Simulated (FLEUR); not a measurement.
## Cobalt: which magnetic order is lowest

It takes space group P6_3/mmc (No. 194, hexagonal). Conventional cell: a = 2.507 Å, b = 2.507 Å, c = 4.070 Å, α = 90.00°, β = 90.00°, γ = 120.00°. Co has 12 Co at 2.50 to 2.51 Å nearest.

```xyz
2
Lattice="2.5074 0.0000 0.0000 -1.2537 2.1715 0.0000 0.0000 0.0000 4.0699" Properties=species:S:1:pos:R:3 pbc="T T T"
Co    0.0000    1.4476    1.0175
Co    1.2537    0.7238    3.0524
```

* method: PBEsol; all-electron FLAPW, Dirac cores, scalar-relativistic bands (and 1 further level or step)
* program: FLEUR MaX-R8.1
* settings of one run: kmax 3.6 1/bohr, gmax 10.8 1/bohr, muffin tin radii Co: 2.3 bohr, lmax Co: [8, 6], hist occupations, smearing width 0.05 eV, mixer Anderson, mixing 0.05, max iterations 90, stop 2.00e-5 me/bohr³, collinear spin, 18×18×10 k-mesh, mesh matched on, starting moments 2 2 μB
* cost: 4 runs, 3.1 min in all on 4 MPI ranks of Arm Neoverse V1, shared host (the runs of this entry)
* notes: The run is spin-polarised, with a total moment of 3.21 μB a cell. Only 3 starts were tried; other patterns of signs, canted and longer-period orders were not.
* lowest state found: ferromagnetic (initial ferro ++)
* largest site spin moment: 1.66 μB
* next finished state: antiferromagnetic, 225 meV a seeded atom higher
* energy gained by spin polarisation: 234 meV a seeded atom
* hyperfine field at Co1, along its moment: -21.4 T
* orbital moment on the atom of largest spin, along its spin (spin–orbit run): 0.0784 μB

The lowest state found is ferromagnetic, reached from the start ferro ++, with moments up to 1.66 μB. The next finished state costs 225 meV a seeded atom.

## Collinear magnetic orders of free Fe(001) film, 1 layer with FLEUR

The cell holds 1 atom: 1 Fe. Cell: a = 2.866 Å, b = 2.866 Å, c = 14.000 Å, α = 90.0°, β = 90.0°, γ = 90.0°. layers at typed spacings, unrelaxed. Vacuum lies along c.

- method: LDA (VWN); all-electron FLAPW film, Dirac cores, scalar-relativistic bands (and 1 further level or step)
- program: FLEUR MaX-R8.1
- settings of one run: kmax 3.6 1/bohr, gmax 10.8 1/bohr, muffin tin radii Fe: 2.57 bohr, lmax Fe: [10, 8], hist occupations, smearing width 0.05 eV, mixer Anderson, mixing 0.03, max iterations 120, stop 2.00e-5 me/bohr³, film mode on, collinear spin, 14×14×1 k-mesh, mesh matched on, starting moments 2.8 μB
- cost: 4 runs, 2 min in all on 4 MPI ranks of Arm Neoverse V1, shared host (the runs of this entry)
- notes: The run is spin-polarised, with a total moment of 3.28 μB a cell. Only 3 starts were tried; other patterns of signs, canted and longer-period orders were not.
- lowest state found: ferromagnetic (initial ferro +)
- largest site spin moment: 3.22 μB
- next finished state: antiferromagnetic, 172 meV a seeded atom higher
- energy gained by spin polarisation: 1427 meV a seeded atom
- hyperfine field at Fe1, along its moment: 6.38 T
- orbital moment on the atom of largest spin, along its spin (spin–orbit run): 0.155 μB

The lowest state found is ferromagnetic, reached from the start ferro +, with moments up to 3.22 μB. The next finished state costs 172 meV a seeded atom.

[Logs and program files are shortened in this print: banners, set-up blocks, solver, clock and traceback lines can be left out without a mark of their own.]

[Logs are printed without paths, hosts, clocks, repeated set-up lines and the standing remarks that a program may print on its own settings, such as how far it seeks lower states.]

[Hosts, paths, dates, database ids (printed as entryN), source tags and the programs' standing remarks are cut or masked in the printed files.]

[Where a cell is said to come from a database of computed structures, the database is the Materials Project.]
